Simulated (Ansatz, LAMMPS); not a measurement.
# Relaxing a frame of liquid hydrogen fluoride from 273 K (98 atoms), part 2 of 2

How does a frame of liquid hydrogen fluoride from 273 K (98 atoms) relax, and what do bonds, charges and levels look like afterwards?

Ansatz 0.2.0; Kohn-Sham DFT, PBE, PAW (set soft_2), plane waves.

The cell: 49 F and 49 H. The starting topology of bonds comes from the classical model. Only the Γ point is sampled, in a cell whose shortest periodic width is 12 Å.

So far, density (g/cm³): step 5 (local order after relaxation) 1.00.

## 6. Single point at the relaxed geometry

One more single point at the end of the walk gives the fuller output and checks the residual forces.

File input.yaml:

```yaml
crystal:
  lattice:
    - [11.75571, 0.0, 0.0]
    - [0.0, 11.75571, 0.0]
    - [0.0, 0.0, 11.75571]
  atoms:
    - { symbol: F, position: [0.91192, 0.68187, 0.31186] }
    - { symbol: H, position: [0.89408, 0.70292, 0.39113] }
    - { symbol: F, position: [0.22432, 0.06138, 0.70981] }
    - { symbol: H, position: [0.17337, 0.05779, 0.64264] }
    - { symbol: F, position: [0.1507, 0.58643, 0.40687] }
    - { symbol: H, position: [0.14119, 0.57155, 0.32398] }
    - { symbol: F, position: [0.33362, 0.43107, 0.31742] }
    - { symbol: H, position: [0.39119, 0.40399, 0.26222] }
    - { symbol: F, position: [0.69122, 0.30725, 0.50508] }
    - { symbol: H, position: [0.64328, 0.36943, 0.47479] }
    - { symbol: F, position: [0.94598, 0.52181, 0.01324] }
    - { symbol: H, position: [0.98948, 0.56601, 0.95578] }
    - { symbol: F, position: [0.07914, 0.2738, 0.97908] }
    - { symbol: H, position: [0.01593, 0.21829, 0.9765] }
    - { symbol: F, position: [0.91013, 0.87789, 0.72259] }
    - { symbol: H, position: [0.98552, 0.85162, 0.69459] }
    - { symbol: F, position: [0.86699, 0.37262, 0.77731] }
    - { symbol: H, position: [0.92354, 0.35075, 0.7184] }
    - { symbol: F, position: [0.70295, 0.97101, 0.39447] }
    - { symbol: H, position: [0.66651, 0.03368, 0.43767] }
    - { symbol: F, position: [0.13466, 0.3452, 0.16481] }
    - { symbol: H, position: [0.10969, 0.31629, 0.08973] }
    - { symbol: F, position: [0.05271, 0.1066, 0.21168] }
    - { symbol: H, position: [0.04806, 0.02282, 0.20227] }
    - { symbol: F, position: [0.09569, 0.04475, 0.54966] }
    - { symbol: H, position: [0.09175, 0.10374, 0.48886] }
    - { symbol: F, position: [0.66708, 0.63875, 0.40173] }
    - { symbol: H, position: [0.62656, 0.70961, 0.37843] }
    - { symbol: F, position: [0.50677, 0.11148, 0.25654] }
    - { symbol: H, position: [0.50473, 0.11015, 0.17208] }
    - { symbol: F, position: [0.47011, 0.36549, 0.17702] }
    - { symbol: H, position: [0.53869, 0.41349, 0.1672] }
    - { symbol: F, position: [0.88096, 0.74128, 0.50839] }
    - { symbol: H, position: [0.83237, 0.70115, 0.5643] }
    - { symbol: F, position: [0.34217, 0.0545, 0.36688] }
    - { symbol: H, position: [0.40745, 0.07687, 0.31832] }
    - { symbol: F, position: [0.57172, 0.45801, 0.42854] }
    - { symbol: H, position: [0.60852, 0.53295, 0.41694] }
    - { symbol: F, position: [0.68722, 0.27079, 0.78621] }
    - { symbol: H, position: [0.76059, 0.31185, 0.78019] }
    - { symbol: F, position: [0.14261, 0.78216, 0.46923] }
    - { symbol: H, position: [0.14657, 0.70212, 0.4419] }
    - { symbol: F, position: [0.38493, 0.89202, 0.15169] }
    - { symbol: H, position: [0.43335, 0.85255, 0.09422] }
    - { symbol: F, position: [0.21453, 0.79753, 0.21781] }
    - { symbol: H, position: [0.28507, 0.83405, 0.18918] }
    - { symbol: F, position: [0.78065, 0.75124, 0.16754] }
    - { symbol: H, position: [0.83564, 0.72403, 0.22525] }
    - { symbol: F, position: [0.09681, 0.81262, 0.66642] }
    - { symbol: H, position: [0.11368, 0.79828, 0.58429] }
    - { symbol: F, position: [0.17064, 0.78243, 0.94144] }
    - { symbol: H, position: [0.15826, 0.85935, 0.91022] }
    - { symbol: F, position: [0.63742, 0.4854, 0.16074] }
    - { symbol: H, position: [0.67975, 0.48922, 0.08795] }
    - { symbol: F, position: [0.76663, 0.64233, 0.64994] }
    - { symbol: H, position: [0.74435, 0.68497, 0.71892] }
    - { symbol: F, position: [0.32607, 0.34677, 0.50607] }
    - { symbol: H, position: [0.33087, 0.38067, 0.42914] }
    - { symbol: F, position: [0.59803, 0.27599, 0.97144] }
    - { symbol: H, position: [0.63554, 0.27346, 0.8956] }
    - { symbol: F, position: [0.84091, 0.77814, 0.97131] }
    - { symbol: H, position: [0.81751, 0.76776, 0.05151] }
    - { symbol: F, position: [0.0404, 0.90249, 0.18596] }
    - { symbol: H, position: [0.11255, 0.86004, 0.19831] }
    - { symbol: F, position: [0.18244, 0.42325, 0.63333] }
    - { symbol: H, position: [0.24033, 0.39381, 0.57952] }
    - { symbol: F, position: [0.50734, 0.10793, 0.05007] }
    - { symbol: H, position: [0.54412, 0.17559, 0.01575] }
    - { symbol: F, position: [0.05284, 0.62652, 0.87147] }
    - { symbol: H, position: [0.09949, 0.69094, 0.8988] }
    - { symbol: F, position: [0.38858, 0.92239, 0.51877] }
    - { symbol: H, position: [0.37185, 0.97818, 0.45793] }
    - { symbol: F, position: [0.41873, 0.82044, 0.82635] }
    - { symbol: H, position: [0.4514, 0.87741, 0.77287] }
    - { symbol: F, position: [0.89483, 0.07784, 0.77204] }
    - { symbol: H, position: [0.90255, 0.99631, 0.75232] }
    - { symbol: F, position: [0.50297, 0.7986, 0.01238] }
    - { symbol: H, position: [0.47185, 0.80771, 0.9342] }
    [... 14 atom lines left out ...]
    - { symbol: F, position: [0.0056, 0.3183, 0.63505] }
    - { symbol: H, position: [0.07804, 0.36209, 0.63416] }
    - { symbol: F, position: [0.57709, 0.8147, 0.34776] }
    - { symbol: H, position: [0.62772, 0.88006, 0.36574] }
    - { symbol: F, position: [0.92225, 0.13895, 0.9678] }
    - { symbol: H, position: [0.91196, 0.11003, 0.88952] }
kpoints:
  mp_grid: { grid: [1, 1, 1] }
hamiltonian:
  xc: pbe
scf:
  occupations: { method: fermi_dirac, width: 0.025 }
output:
  forces: true
  stress: true
  populations: true
  dos:
    method: { smearing: { sigma: 0.08 } }
    de: 0.1
    projected: { site_lists: { F: [F], H: [H] } }
  eigenvalues: true
  write_density: true
  write_potential: true
  volumetric_format: npy
  elf: true
```

On the command line:

```
$ ansatz run input.yaml --threads 4 --pin off --max-ram 8192MiB --backend cpu --events-out ev --progress --plain --runs-dir out
```

The job ended after 6.9 s (4 threads of Intel Xeon 6975P-C (Granite Rapids), shared host; peak memory 1.6 GiB).

The program notes that the exchange-correlation potential is rough where the density is thin.

Read from the output:

```
free energy                                      : -40406.2743 eV
free energy per atom                             : -412.3089 eV/atom
SCF cycles                                       : 7
pressure                                         : -0.007338 GPa
r.m.s. force component                           : 0.00164 eV/Å
longest force                                    : 0.00884 eV/Å
Fermi energy                                     : -2.695 eV
gap (highest filled to lowest empty level) : 7.74 eV
spilling of the projection                       : 0.006492
```

Löwdin charges by element (they lack the spilled electrons, 0.026 e an atom on average):

| element | coordination | atoms | mean charge (e) | spread | least | most |
| --- | --- | --- | --- | --- | --- | --- |
| F | all | 49 | -0.425 | 0.0035 | -0.431 | -0.418 |
| H | all | 49 | 0.477 | 0.0019 | 0.472 | 0.481 |

States in the cell by windows of 1 eV, zero at the Fermi level; the larger projections on atomic orbitals stand beside the total:

| from (eV) | to (eV) | total | F p | H s |
| --- | --- | --- | --- | --- |
| -18 | -10 | 0.0 | 0.0 | 0.0 |
| -10 | -9 | 36.5 | 27.3 | 7.2 |
| -9 | -8 | 19.2 | 15.0 | 2.7 |
| -8 | -7 | 26.3 | 21.8 | 2.3 |
| -7 | -6 | 16.0 | 13.7 | 0.9 |
| -6 | -5 | 4.3 | 4.2 | 0.0 |
| -5 | -4 | 184.1 | 183.1 | 0.3 |
| -4 | -3 | 7.6 | 7.6 | 0.0 |
| -3 | 3 | 0.0 | 0.0 | 0.0 |
| 3 | 4 | 2.0 | 0.1 | 1.2 |
| 4 | 5 | 0.5 | 0.0 | 0.3 |

The curve was stored every 0.10 eV, coarse against its broadening of 0.08 eV, so these counts are rough.

Between -26 and -18 eV lie 98 more states.

The levels nearest the highest filled one (over half full), pooled over k-points and spins:

| level less the highest filled one (eV) | occupation |
| --- | --- |
| -0.152 | 2 |
| -0.139 | 2 |
| -0.135 | 2 |
| -0.0898 | 2 |
| -0.0772 | 2 |
| 0 | 2 |
| 7.74 | 0 |
| 8.93 | 0 |
| 9.01 | 0 |
| 9.04 | 0 |
| 9.09 | 0 |
| 9.13 | 0 |

Valence density in the bc plane at fractional x = 0.126, with atoms of H and F within 0.2 Å of it. It is the smooth field of the valence electrons, not physical close to the nuclei.

Ten steps, logarithmic in the rise over the least value, from '0' (0.00 × 1e0 e/Å³) to '9' (9.97 × 1e0 e/Å³), each cell a mean:
```
100000136652000000000012466421111
531000124431000000012223467532356
852000001100000000123343344333589
741000000000000000023321111112478
421000000000000000001110000000234
111000000000000000000000001100001
111100000000011000000000135531000
112100000001233210000000258863100
122200000012455420000000257752100
466310000001344310000000135531002
688520000000111100000000234310013
576521000000000000010012577520002
233322221000000001343224799731001
001236652000000013787534577520000
000146763100000014787522222200000
000124431000000012564210000000000
000112110000000012342100000000000
001221000011100135652100011111100
012332000246532468984100012343210
012321001489963568974100012344211
000110001479852234431000000112110
000000001355421000100000000000000
000000012332100000000000000000000
000000135542000000000000122100000
```
Columns run along b (11.8 Å), rows up along c (11.8 Å). Atoms in or near the plane, at fractional coordinates: H at (0.57, 0.32), F at (0.35, 0.16), H at (0.32, 0.09), F at (0.78, 0.47), H at (0.80, 0.58), H at (0.86, 0.20), F at (0.98, 0.88), F at (0.55, 0.21), H at (0.47, 0.19).

Electrostatic potential energy in the bc plane at fractional x = 0.126, with atoms of H and F within 0.2 Å of it. With pseudopotentials it is smooth inside the atoms' cores, unlike the true potential.

Ten even steps from '0' (-38 eV) to '9' (4 eV), each cell a mean:
```
999999995369999999999999855889999
799999999899999999999876733667864
079999999999999999999854888867600
279999999999999999999988999999820
789999999999999999999999999999987
899999999999999999999999999999999
999999999999999999999999997799999
988999999999888999999999961059999
887899999998766899999999961169999
745899999998888999999999861489999
300699999999999999999999874689999
733678999999999999999998733699999
998678999999999999988875200299999
999885479999999999302762533799999
999984259999999998201788899999999
999987799999999998426899999999999
999988999999999998437999999999999
999999999999999986468999999989999
999999999975687430018999998735899
999999999810055010028999999725899
999999999810168788899999999988999
999999999603799999999999999999999
999999999867899999999999999999999
999999997579999999999999999999999
```
Columns run along b (11.8 Å; values clipped at the 3rd and 97th percentile), rows up along c (11.8 Å). Atoms in or near the plane, at fractional coordinates: H at (0.57, 0.32), F at (0.35, 0.16), H at (0.32, 0.09), F at (0.78, 0.47), H at (0.80, 0.58), H at (0.86, 0.20), F at (0.98, 0.88), F at (0.55, 0.21), H at (0.47, 0.19).

Mean Löwdin charges: F -0.43, H +0.48 e (they miss 0.65 % of the electrons, so they add up to more than the cell's charge). The largest share in the top eV of filled states is F p (100 % of the projected weight), and in the lowest eV of empty states H s (79 % of the projected weight).

The surroundings of F95, picked at random, nearest first, numbered as they follow in the input and with coordinates relative to it.

| atom | x | y | z | distance (Å) | Löwdin charge (e) |
| --- | --- | --- | --- | --- | --- |
| F95 | 0.00 | 0.00 | 0.00 | 0.00 | -0.42 |
| H96 | 0.60 | 0.77 | 0.21 | 0.99 | 0.47 |
| H28 | 0.58 | -1.24 | 0.36 | 1.41 | 0.47 |
| F27 | 1.06 | -2.07 | 0.63 | 2.41 | -0.43 |
| F19 | 1.48 | 1.84 | 0.55 | 2.42 | -0.42 |
| H20 | 1.05 | 2.57 | 1.06 | 2.97 | 0.48 |
| F71 | -2.22 | 1.27 | 2.01 | 3.25 | -0.43 |
| F47 | 2.39 | -0.75 | -2.12 | 3.28 | -0.43 |
| H72 | -2.41 | 1.92 | 1.30 | 3.35 | 0.48 |
| F43 | -2.26 | 0.91 | -2.30 | 3.35 | -0.43 |
| H38 | 0.37 | -3.31 | 0.81 | 3.43 | 0.48 |
| H44 | -1.69 | 0.44 | -2.98 | 3.45 | 0.48 |
| H48 | 3.04 | -1.07 | -1.44 | 3.53 | 0.48 |

## 7. What came out

```
energy change in the relaxation                  : -94.78 meV/atom
r.m.s. displacement                              : 1.404 Å
largest displacement                             : 2.4 Å
free energy per atom                             : -412.3089 eV/atom
pressure                                         : -0.007338 GPa
r.m.s. force component                           : 0.00164 eV/Å
gap (highest filled to lowest empty level) : 7.74 eV
wall time of the 3 DFT runs                      : 3.5 min
```

In words: Relaxation lowers the energy by 94.8 meV/atom and moves atoms by 1.4 Å r.m.s.; the r.m.s. force component goes from 0.69 to 0.0016 eV/Å, the pressure goes from 3.3 to -0.0073 GPa, and the gap from 7.10 to 7.74 eV. First to last step the energy falls by 9.289 eV; the largest move, 2.40 Å, is that of F93. The highest filled and lowest empty levels differ by 7.74 eV (at Γ alone); a semilocal functional tends to put such gaps too low. In a disordered cell it changes from sample to sample and from frame to frame.

What to keep in mind: The network of bonds at the start is that of the classical potential that made the cell; in DFT atoms moved by 1.4 Å r.m.s.

[Logs are printed without paths, hosts, clocks, repeated set-up lines and the standing remarks that a program may print on its own settings, such as how far it seeks lower states.]

[Hosts, paths, dates, database ids (printed as entryN), source tags and the programs' standing remarks are cut or masked in the printed files.]
